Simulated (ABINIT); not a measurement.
# Calculated records

```cif
data_se
_symmetry_space_group_name_H-M 'P3_121'
_symmetry_Int_Tables_number 152
_cell_length_a 4.3662
_cell_length_b 4.3662
_cell_length_c 4.9536
_cell_angle_alpha 90.000
_cell_angle_beta 90.000
_cell_angle_gamma 120.000
_cell_volume 81.78
loop_
_atom_site_label
_atom_site_type_symbol
_atom_site_symmetry_multiplicity
_atom_site_Wyckoff_symbol
_atom_site_fract_x
_atom_site_fract_y
_atom_site_fract_z
_atom_site_occupancy
Se1 Se 3 a 0.22540 0.00000 0.33333 1
_calc_subject 'Selenium (P3_121, 3 atoms a cell): a self-consistent loop beyond G0W0, cycle by cycle'
_calc_method 'RPA screening on PBE from quasiparticle energies and orbitals, plane waves, norm-conserving pseudopotentials (and 4 further levels or steps)'
_calc_program 'ABINIT 10.8.3'
_calc_settings 'cutoff 48 Ha, PseudoDojo scalar-relativistic 0.4 stringent, norm-conserving, ngkpt (3, 3, 2), nband 97, ecuteps 4 Ha, gwcalctyp 28, inclvkb 2, shiftk (0, 0, 0), symchi 1, awtr 1, frequency ppm, cycle 5, q points all but q = 0, 3×3×2 k-mesh'
_calc_cost '16 runs, 15 min in all on 4 MPI ranks of Intel Xeon 6975P-C (Granite Rapids), shared host'
_calc_notes 'The program’s warnings: nkpt*nsppol () is not a multiple of nproc spkpt (). The cell and positions come from the Crystallography Open Database and are kept as given unless a step says otherwise. Limits: no spin-orbit coupling. The 3×3×2 mesh is coarse for this cell, which bears on the long-range parts of exchange and screening.'
_calc_g0w0 '1.916 eV'
_calc_qsgw_cycle_1 '1.973 eV'
_calc_qsgw_cycle_2 '2.051 eV'
_calc_qsgw_cycle_3 '2.107 eV'
_calc_qsgw_cycle_4 '2.133 eV'
_calc_qsgw_cycle_5 '2.147 eV'
_calc_known_limits 'short of the basis limit; no spin-orbit coupling; coarse k mesh'
```

[Long decimals in the printed logs are rounded to 6 places.]

[Logs are printed without paths, hosts, clocks, repeated set-up lines and the standing remarks that a program may print on its own settings, such as how far it seeks lower states.]

[Paths, hosts, dates, memory and timing lines, banners, echoed tables and standing remarks are left out of the program output; an Ansatz launch command may be rebuilt from the run's recorded settings. Measured values are a selection of at most five: reports struck by readers or far from the other reports are left out. None is set beside runs whose start may be inverted or whose files or cutoffs have a known fault.]

[Runs of the session that timed out or met a known fault of the program may be left out.]

[Hosts, paths, dates, database ids (printed as entryN), source tags and the programs' standing remarks are cut or masked in the printed files.]

[G0W0 gaps are taken among the corrected bands and points alone; a level outside them can change the order at an edge.]

[Where Ansatz stands beside ABINIT at settings called matched, ABINIT's density can come from a denser mesh and the files from another edition; pairs whose starting gaps differed by over 0.03 eV were left out, so agreement reads better than it is.]
